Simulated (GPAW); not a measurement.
# Li/Al(110): simulated STM images

What would a tunnelling microscope show on Li/Al(110)?

Program: GPAW 26.7.0. Level of theory: GPAW, PAW setups; slab in vacuum, relaxation, in the first sound run; inputs show where later runs differ. Results are calculated unless marked as measured.

**1. The structure**

The cell holds 6 atoms: 5 Al and 1 Li. Cell: a = 4.050 Å, b = 2.864 Å, c = 22.342 Å, α = 90.0°, β = 90.0°, γ = 90.0°. Vacuum lies along c.

Coordinates:

```
Al Li
1.0
     4.05000    0.00000    0.00000
     0.00000    2.86378    0.00000
     0.00000    0.00000   22.34206
Al Li
5 1
Direct
  0.00000 0.00000 0.31331
  0.50000 0.50000 0.37740
  0.00000 0.00000 0.44149
  0.50000 0.50000 0.50558
  0.00000 0.00000 0.56967
  0.00000 0.00000 0.68669
```

**2. Relaxing the atoms**

Forces are removed first; all later runs use this geometry. The lowest 3 atoms are held at bulk positions and keep their forces.

run.py

```python
import json
import numpy as np
from ase import Atoms
from ase.constraints import FixAtoms
from ase.optimize import BFGS
from gpaw import GPAW, PW

slab = Atoms(
    ['Al', 'Al', 'Al', 'Al', 'Al', 'Li'],
    positions=[
        [0.00000, 0.00000, 7.00000],
        [2.02500, 1.43189, 8.43189],
        [0.00000, 0.00000, 9.86378],
        [2.02500, 1.43189, 11.29567],
        [0.00000, 0.00000, 12.72756],
        [0.00000, 0.00000, 15.34206]],
    cell=[[4.05, 0.0, 0.0], [0.0, 2.86378, 0.0], [0.0, 0.0, 22.34206]],
    pbc=[True, True, False])

slab.calc = GPAW(mode=PW(400), xc='PBE', kpts={'size': (8, 11, 1), 'gamma': True},
                 occupations={'name': 'fermi-dirac', 'width': 0.1}, nbands='300%',
                 convergence={'density': 1e-05}, maxiter=200,
                 poissonsolver={'dipolelayer': 'xy'},
                 symmetry={'tolerance': 1e-3, 'extra_ids': [1, 1, 1, 0, 0, 0]}, txt='slab.txt')
result = {}
slab.set_constraint(FixAtoms([0, 1, 2]))
path = []
opt = BFGS(slab, maxstep=0.2)
opt.attach(lambda: path.append((slab.get_potential_energy(), slab.positions.tolist(), slab.get_forces().tolist())))
result['relaxed'] = bool(opt.run(fmax=0.03, steps=40))
result['path'] = path
energy = slab.get_potential_energy()
fermi = slab.calc.get_fermi_level()
v = slab.calc.get_electrostatic_potential().mean((0, 1)) - fermi
n = slab.calc.get_pseudo_density().mean((0, 1))
L = slab.cell[2, 2]
z = np.arange(len(v)) * L / len(v)
low, high = slab.positions[:, 2].min(), slab.positions[:, 2].max()
below, above = np.interp([low - 4.8, high + 4.8], z, v)
slopes = [np.interp(x, z, np.gradient(v, z)) for x in (low - 4.8, high + 4.8)]
eps = np.array([[slab.calc.get_eigenvalues(k, s) for k in range(len(slab.calc.get_ibz_k_points()))]
                for s in range(slab.calc.get_number_of_spins())]) - fermi
top, bottom = eps[eps < 0].max(), eps[eps > 0].min()
dipole = slab.get_dipole_moment()[2]
print(f'energy {energy:.4f} eV, Fermi level {fermi:.4f} eV, dipole {dipole:.5f} e A')
print(f'potential 4.8 A off the faces, from the Fermi level: lower {below:.4f} eV, upper {above:.4f} eV')
print(f'slope of the potential there: lower {slopes[0]:.5f}, upper {slopes[1]:.5f} eV/A')
print(f'nearest levels on the mesh: {top:.4f} and {bottom:.4f} eV')
print('magnetic moment', round(slab.get_magnetic_moment(), 3))
result.update(energy=energy, fermi=fermi, dipole=dipole, below=below, above=above, slopes=slopes, edges=[top, bottom],
              z=z.tolist(), v=v.tolist(), n=n.tolist(), positions=slab.positions.tolist(),
              forces=slab.get_forces(apply_constraint=False).tolist(), moments=slab.get_magnetic_moments().tolist())
json.dump(result, open('result.json', 'w'))
```

Run with:

```console
OMP_NUM_THREADS=1 OPENBLAS_NUM_THREADS=1 python run.py
```

Log:

```text
Step          Energy          fmax
BFGS:    0      -18.912733        0.379825
BFGS:    1      -18.915183        0.350358
BFGS:    2      -18.929018        0.056748
BFGS:    3      -18.929125        0.059561
BFGS:    4      -18.929220        0.057171
BFGS:    5      -18.929432        0.042806
BFGS:    6      -18.929624        0.022331
energy -18.8842 eV, Fermi level 0.1802 eV, dipole 0.03945 e A
potential 4.8 A off the faces, from the Fermi level: lower 4.0461 eV, upper 3.4290 eV
slope of the potential there: lower -0.00073, upper 0.00366 eV/A
nearest levels on the mesh: -0.0677 and 0.0015 eV
magnetic moment 0.0
```

Run time: 5.4 min. Hardware: 1 thread of Arm Neoverse V2, shared host; peak memory 0.26 GiB.

Relaxation path:

```
step  energy less that of the first step (eV)  largest force (eV/Å)
   1                                   0.0000                0.3798
   2                                  -0.0025                0.3504
   3                                  -0.0173                0.0567
   4                                  -0.0175                0.0596
   5                                  -0.0177                0.0572
   6                                  -0.0181                0.0428
   7                                  -0.0184                0.0223
```

The atoms that moved most (Å):

| atom | dx | dy | dz | length |
| --- | --- | --- | --- | --- |
| Al5 | 0.000 | 0.000 | -0.081 | 0.081 |
| Li6 | 0.000 | 0.000 | 0.035 | 0.035 |
| Al4 | 0.000 | 0.000 | -0.008 | 0.008 |

The relaxed structure:

```cif
data_structure
_symmetry_space_group_name_H-M 'P 1'
_symmetry_Int_Tables_number 1
_cell_length_a 4.0500
_cell_length_b 2.8638
_cell_length_c 22.3421
_cell_angle_alpha 90.000
_cell_angle_beta 90.000
_cell_angle_gamma 90.000
_cell_volume 259.13
loop_
_atom_site_label
_atom_site_type_symbol
_atom_site_fract_x
_atom_site_fract_y
_atom_site_fract_z
_atom_site_occupancy
Al1 Al 0.00000 0.00000 0.31331 1
Al2 Al 0.50000 0.50000 0.37740 1
Al3 Al 0.00000 0.00000 0.44149 1
Al4 Al 0.50000 0.50000 0.50521 1
Al5 Al 0.00000 0.00000 0.56606 1
Li6 Li 0.00000 0.00000 0.68826 1
```

Numbers from this step:

| Property | Result |
| --- | --- |
| dipole along the normal | 0.03945 e·Å |
| levels nearest the Fermi level on the mesh | -0.06769, 0.001493 eV from the Fermi level |
| upper work function | 3.429 eV |
| lower work function | 4.046 eV |

The electrostatic potential energy of an electron (without an applied field's), less the Fermi level, planar mean oscillates, so the rows of the table below give means over windows of 1.38 Å about each position, cut where the curve ends. Its maxima inside the range that stand out by 2 % of the span (Å: eV): 0.5: 4.05, 7.8: -5.03, 9.1: -5.00, 10.5: -5.11, 11.9: -5.70, 14.0: 2.69. Its minima: 7.0: -8.95, 8.4: -9.32, 9.9: -9.34, 11.3: -9.45, 12.6: -9.03, 15.4: -2.16.

Electrostatic potential energy of an electron (without an applied field's), less the Fermi level, planar mean against z; means over each step:

```csv
z (Å),"electrostatic potential energy of an electron (without an applied field's), less the Fermi level, planar mean (eV)"
0.69,4.00
2.07,4.05
3.45,4.04
4.83,3.79
6.21,-1.20
7.59,-6.90
8.97,-7.02
10.35,-7.10
11.73,-7.48
13.11,-3.82
14.49,1.39
15.87,-0.414
17.25,2.82
18.63,3.38
20.01,3.43
21.39,3.44
```

The pseudo valence density, planar mean oscillates, so the rows of the table below give means over windows of 1.28 Å about each position, cut where the curve ends. Its maxima inside the range that stand out by 2 % of the span (Å: e/Å³): 6.6: 0.124, 7.9: 0.200, 9.1: 0.202, 10.6: 0.203, 11.9: 0.210, 13.0: 0.123, 15.7: 0.0268. Its minima: 6.8: 0.117, 8.5: 0.151, 9.8: 0.152, 11.3: 0.154, 12.8: 0.114, 15.3: 0.0173.

The pseudo valence density, planar mean by z; means over each step:

```csv
z (Å),"pseudo valence density, planar mean (e/Å³)"
1.92,6.8e-6
3.20,1.6e-4
4.48,0.00349
5.76,0.0500
7.04,0.143
8.32,0.178
9.60,0.180
10.88,0.184
12.16,0.174
13.44,0.0963
14.72,0.0372
16.00,0.0218
17.28,0.00792
18.56,0.00110
19.84,1.0e-4
21.12,8.1e-6
```

The relaxation lowered the energy of the cell by 0.0184 eV (energies extrapolated to zero smearing; the optimiser's log prints free energies). The largest force left on a free atom is 0.022 eV/Å.

**3. The slab's potential**

The work function is the vacuum plateau of the electrostatic potential less the Fermi level; a dipole layer lets the two faces have plateaus of their own.

This step: GPAW, PAW setups; slab in vacuum (GPAW 26.7.0).

run.py: that of step 2 with these lines changed.

```diff
@@ -3,4 +3,3 @@
 from ase import Atoms
-from ase.constraints import FixAtoms
-from ase.optimize import BFGS
+from ase.dft.stm import STM
 from gpaw import GPAW, PW
@@ -13,5 +12,5 @@
         [0.00000, 0.00000, 9.86378],
-        [2.02500, 1.43189, 11.29567],
-        [0.00000, 0.00000, 12.72756],
-        [0.00000, 0.00000, 15.34206]],
+        [2.02500, 1.43189, 11.28740],
+        [0.00000, 0.00000, 12.64687],
+        [0.00000, -0.00000, 15.37722]],
     cell=[[4.05, 0.0, 0.0], [0.0, 2.86378, 0.0], [0.0, 0.0, 22.34206]],
@@ -23,10 +22,4 @@
                  poissonsolver={'dipolelayer': 'xy'},
-                 symmetry={'tolerance': 1e-3, 'extra_ids': [1, 1, 1, 0, 0, 0]}, txt='slab.txt')
+                 symmetry={'tolerance': 1e-3}, txt='slab.txt')
 result = {}
-slab.set_constraint(FixAtoms([0, 1, 2]))
-path = []
-opt = BFGS(slab, maxstep=0.2)
-opt.attach(lambda: path.append((slab.get_potential_energy(), slab.positions.tolist(), slab.get_forces().tolist())))
-result['relaxed'] = bool(opt.run(fmax=0.03, steps=40))
-result['path'] = path
 energy = slab.get_potential_energy()
@@ -52,2 +45,16 @@
               forces=slab.get_forces(apply_constraint=False).tolist(), moments=slab.get_magnetic_moments().tolist())
+
+# Images need the states of the whole zone, up to time reversal
+slab.calc = slab.calc.fixed_density(symmetry={'point_group': False}, txt='states.txt', nbands='360%',
+                                    convergence={'bands': 'CBM+0.8'})
+stm = STM(slab)
+result['stm'] = []
+for bias in [-0.5, 0.5]:
+    height = high + 4.0
+    current = stm.get_averaged_current(bias, height)
+    x, y, h = stm.scan(bias, current)
+    i, f = divmod(height / L * stm.ldos.shape[2], 1)
+    I = abs((1 - f) * stm.ldos[:, :, int(i)] + f * stm.ldos[:, :, int(i) + 1])
+    print(f'bias {bias} V: mean current at 4.0 A {current:.4e}, corrugation {np.ptp(h):.4f} A')
+    result['stm'].append(dict(bias=bias, current=current, h=(h - high).tolist(), I=I.tolist()))
 json.dump(result, open('result.json', 'w'))
```

Log:

```text
energy -18.8842 eV, Fermi level 0.1803 eV, dipole 0.03946 e A
potential 4.8 A off the faces, from the Fermi level: lower 4.0461 eV, upper 3.4290 eV
slope of the potential there: lower -0.00073, upper 0.00366 eV/A
nearest levels on the mesh: -0.0677 and 0.0015 eV
magnetic moment 0.0
bias -0.5 V: mean current at 4.0 A 6.7469e-05, corrugation 0.0503 A
bias 0.5 V: mean current at 4.0 A 7.3798e-05, corrugation 0.0766 A
```

It took 2 min on 1 thread; peak memory 0.43 GiB.

This step gave:

```yaml
dipole_along_the_normal: 0.03946 e·Å
levels_nearest_the_fermi_level_on_the_mesh: -0.06769, 0.001484 eV from the Fermi level
corrugation_minus_0p5: 0.05034 Å
corrugation_0p5: 0.07660 Å
```

The electrostatic potential energy of an electron (without an applied field's), less the Fermi level, planar mean oscillates, so the rows of the table below give means over windows of 1.38 Å about each position, cut where the curve ends. Its maxima inside the range that stand out by 2 % of the span (Å: eV): 0.5: 4.05, 7.8: -5.03, 9.1: -5.00, 10.5: -5.11, 11.9: -5.70, 14.0: 2.69. Its minima: 7.0: -8.95, 8.4: -9.32, 9.9: -9.35, 11.3: -9.45, 12.6: -9.03, 15.4: -2.16.

The electrostatic potential energy of an electron (without an applied field's), less the Fermi level, planar mean by z; means over each step:

z (Å), electrostatic potential energy of an electron (without an applied field's), less the Fermi level, planar mean (eV) and a bar from the least value:
```
     0.69       4.00 ##############################
     2.07       4.05 ##############################
     3.45       4.04 ##############################
     4.83       3.79 #############################
     6.21      -1.20 ################
     7.59      -6.90 ##
     8.97      -7.02 #
    10.35      -7.10 #
    11.73      -7.48 
    13.11      -3.82 ##########
    14.49       1.39 #######################
    15.87      -0.41 ##################
    17.25       2.82 ###########################
    18.63       3.38 ############################
    20.01       3.43 ############################
    21.39       3.44 ############################
```

The pseudo valence density, planar mean oscillates, so the rows of the table below give means over windows of 1.28 Å about each position, cut where the curve ends. Its maxima inside the range that stand out by 2 % of the span (Å: e/Å³): 6.6: 0.124, 7.9: 0.200, 9.1: 0.202, 10.6: 0.203, 11.9: 0.210, 13.0: 0.123, 15.7: 0.0268. Its minima: 6.8: 0.117, 8.5: 0.151, 9.8: 0.152, 11.3: 0.154, 12.8: 0.114, 15.3: 0.0173.

Pseudo valence density, planar mean against z; means over each step:

```csv
z (Å),"pseudo valence density, planar mean (e/Å³)"
1.92,6.8e-6
3.20,1.6e-4
4.48,0.00349
5.76,0.0500
7.04,0.143
8.32,0.178
9.60,0.180
10.88,0.184
12.16,0.174
13.44,0.0963
14.72,0.0372
16.00,0.0218
17.28,0.00792
18.56,0.00110
19.84,1.0e-4
21.12,8.1e-6
```

Tip height over the top atom over a1 and a2. Sample bias -0.5 V, constant current at the mean current 4.0 Å over the top atom.

Ten even steps from '0' (3.976 Å) to '9' (4.026 Å):
```
99876431000001346789
99876431000001346789
99976431000001346799
99986431000001346899
99986431000001346899
99986431000001346899
99986431000001346899
99986431000001346899
99986431000001346899
99986431000001346899
99976431000001346799
99876431000001346789
99876431000001346789
99976431000001346799
```
Columns: a1 from 0 to 0.95; rows upwards: a2 from 0 to 0.929.

Local density of states summed over the bias window over a1 and a2. Sample bias -0.5 V, constant height 4.0 Å over the top atom.

Ten even steps from '_' (6.46 × 1e-5 arbitrary) to '@' (7.04 × 1e-5 arbitrary):
```
@@@@%%##**==--..__________..--==**##%%@@
@@@@%%##**==--..__________..--==**##%%@@
@@@@%%##**==--..__________..--==**##%%@@
@@@@%%##**==--::__________::--==**##%%@@
@@@@@@##**==--::__________::--==**##@@@@
@@@@@@##**==--::..______..::--==**##@@@@
@@@@%%##**==--::..______..::--==**##%%@@
@@@@@@##**==--::..______..::--==**##@@@@
@@@@@@##**==--::__________::--==**##@@@@
@@@@%%##**==--::__________::--==**##%%@@
@@@@%%##**==--..__________..--==**##%%@@
@@@@%%##**==--..__________..--==**##%%@@
@@@@%%##**==--..__________..--==**##%%@@
@@@@%%##**==--..__________..--==**##%%@@
```
Columns: a1 from 0 to 0.95; rows upwards: a2 from 0 to 0.929.

Tip height over the top atom over a1 and a2. Sample bias 0.5 V, constant current at the mean current 4.0 Å over the top atom.

Values in Å, 14 rows by 16 columns, each cell a mean:
```
4.038 4.034 4.026 4.014 3.996 3.982 3.973 3.966 3.964 3.967 3.974 3.983 4.002 4.016 4.027 4.035
4.038 4.034 4.026 4.014 3.996 3.982 3.973 3.966 3.964 3.967 3.974 3.983 4.002 4.016 4.028 4.035
4.039 4.035 4.027 4.014 3.997 3.982 3.973 3.967 3.964 3.968 3.974 3.984 4.002 4.016 4.028 4.036
4.040 4.036 4.027 4.015 3.997 3.983 3.974 3.967 3.964 3.968 3.975 3.985 4.003 4.017 4.029 4.037
4.040 4.036 4.028 4.015 3.998 3.983 3.974 3.967 3.964 3.968 3.975 3.985 4.003 4.017 4.029 4.037
4.040 4.036 4.028 4.015 3.997 3.983 3.974 3.967 3.965 3.968 3.975 3.985 4.003 4.018 4.030 4.037
4.040 4.036 4.028 4.015 3.997 3.983 3.974 3.967 3.965 3.968 3.975 3.985 4.003 4.018 4.030 4.037
4.040 4.036 4.028 4.015 3.997 3.983 3.974 3.967 3.965 3.968 3.975 3.985 4.003 4.018 4.030 4.037
4.040 4.036 4.028 4.015 3.998 3.983 3.974 3.967 3.964 3.968 3.975 3.985 4.003 4.017 4.029 4.037
4.040 4.036 4.027 4.015 3.997 3.983 3.974 3.967 3.964 3.968 3.975 3.985 4.003 4.017 4.029 4.037
4.039 4.035 4.027 4.014 3.997 3.982 3.973 3.967 3.964 3.968 3.974 3.984 4.002 4.016 4.028 4.036
4.038 4.034 4.026 4.014 3.996 3.982 3.973 3.966 3.964 3.967 3.974 3.983 4.002 4.016 4.028 4.035
4.038 4.034 4.026 4.014 3.996 3.982 3.973 3.966 3.964 3.967 3.974 3.983 4.002 4.016 4.027 4.035
4.038 4.034 4.026 4.014 3.996 3.982 3.973 3.966 3.963 3.967 3.974 3.983 4.002 4.016 4.027 4.035
```
Columns: a1 from 0 to 0.95; rows upwards: a2 from 0 to 0.929.

Local density of states summed over the bias window over a1 and a2. Sample bias 0.5 V, constant height 4.0 Å over the top atom.

Ten even steps from '_' (6.89 × 1e-5 arbitrary) to '@' (7.88 × 1e-5 arbitrary):
```
@@@@%%##**==--..__________..--==**##%%@@
@@@@%%##**==--..__________..--==**##%%@@
@@@@%%##**==--::__________::--==**##%%@@
@@@@%%##**==--::..______..::--==**##%%@@
@@@@@@##**++--::..______..::--++**##@@@@
@@@@@@##**++--::..______..::--++**##@@@@
@@@@@@##**==--::..______..::--==**##@@@@
@@@@@@##**++--::..______..::--++**##@@@@
@@@@@@##**++--::..______..::--++**##@@@@
@@@@%%##**==--::..______..::--==**##%%@@
@@@@%%##**==--::__________::--==**##%%@@
@@@@%%##**==--..__________..--==**##%%@@
@@@@%%##**==--..__________..--==**##%%@@
@@@@%%##**==--..__________..--==**##%%@@
```
Columns: a1 from 0 to 0.95; rows upwards: a2 from 0 to 0.929.

Force by atom:

| atom | x (eV/Å) | y (eV/Å) | z (eV/Å) | size |
| --- | --- | --- | --- | --- |
| Al1 | 0.000 | 0.000 | 0.245 | 0.245 |
| Al2 | 0.000 | 0.000 | -0.047 | 0.047 |
| Al3 | 0.000 | 0.000 | -0.174 | 0.174 |
| Al4 | 0.000 | 0.000 | -0.019 | 0.019 |
| Al5 | 0.000 | 0.000 | 0.018 | 0.018 |
| Li6 | 0.000 | 0.000 | -0.022 | 0.022 |

The potential is flat to 0.004 eV/Å where it is read, so the vacuum is wide enough.

**4. A changed run**

One more run, with changed settings.

run.py: that of step 3 with these lines changed.

```diff
@@ -3,3 +3,2 @@
 from ase import Atoms
-from ase.dft.stm import STM
 from gpaw import GPAW, PW
@@ -19,4 +18,4 @@
 slab.calc = GPAW(mode=PW(400), xc='PBE', kpts={'size': (8, 11, 1), 'gamma': True},
-                 occupations={'name': 'fermi-dirac', 'width': 0.1}, nbands='300%',
-                 convergence={'density': 1e-05}, maxiter=200,
+                 occupations={'name': 'fermi-dirac', 'width': 1.0}, nbands='300%',
+                 convergence={'density': 1e-05}, maxiter=50,
                  poissonsolver={'dipolelayer': 'xy'},
@@ -45,16 +44,2 @@
               forces=slab.get_forces(apply_constraint=False).tolist(), moments=slab.get_magnetic_moments().tolist())
-
-# Images need the states of the whole zone, up to time reversal
-slab.calc = slab.calc.fixed_density(symmetry={'point_group': False}, txt='states.txt', nbands='360%',
-                                    convergence={'bands': 'CBM+0.8'})
-stm = STM(slab)
-result['stm'] = []
-for bias in [-0.5, 0.5]:
-    height = high + 4.0
-    current = stm.get_averaged_current(bias, height)
-    x, y, h = stm.scan(bias, current)
-    i, f = divmod(height / L * stm.ldos.shape[2], 1)
-    I = abs((1 - f) * stm.ldos[:, :, int(i)] + f * stm.ldos[:, :, int(i) + 1])
-    print(f'bias {bias} V: mean current at 4.0 A {current:.4e}, corrugation {np.ptp(h):.4f} A')
-    result['stm'].append(dict(bias=bias, current=current, h=(h - high).tolist(), I=I.tolist()))
 json.dump(result, open('result.json', 'w'))
```

Log:

```text
energy -18.9779 eV, Fermi level -0.3510 eV, dipole 0.02287 e A
potential 4.8 A off the faces, from the Fermi level: lower 4.8955 eV, upper 4.5252 eV
slope of the potential there: lower -0.05352, upper 0.07349 eV/A
nearest levels on the mesh: -0.0049 and 0.0178 eV
magnetic moment 0.0
```

Run time: 63 s. Hardware: 1 thread; peak memory 0.25 GiB.

The run finished. A setting was moved off its sound value on purpose, so it serves as a test and not as the result.

The fault put into the input: a smearing of electronvolts (width = 1.0).

The two runs compared:

```
                     quantity  this run  sound run  difference
dipole along the normal (e·Å)  0.022874   0.039459     -0.0166
```

The two runs differ clearly in the dipole along the normal: 0.0229 e·Å against 0.0395 e·Å.

**5. What came out**

```yaml
work_function_upper_and_lower_face: 3.429 and 4.046 eV
dipole_along_the_normal: 0.0395 e Å
corrugation_at_minus_0p5_v: 0.0503 Å
corrugation_at_0p5_v: 0.0766 Å
```

In words: The corrugation at constant current is largest at 0.5 V, where the tip height varies by 0.077 Å over the cell. Negative sample bias images filled states, positive bias empty ones. The two faces differ by 0.62 eV, the step that the slab's dipole makes (e p/(ε0 A) gives 0.62 eV), so the dipole layer is needed. The images are of Tersoff-Hamann type: an s-wave tip, no tip-sample forces, heights closer than in a microscope. The cell of 11.6 Å² holds one Li, started on one chosen site; other sites and coverages weren't tried. The in-plane lattice was kept as typed, which isn't the functional's own and leaves some strain; spin-orbit coupling and temperature are left out.

[Logs are printed without paths, hosts, clocks, repeated set-up lines and the standing remarks that a program may print on its own settings, such as how far it seeks lower states.]

[Hosts, paths, dates, database ids (printed as entryN), source tags and the programs' standing remarks are cut or masked in the printed files.]
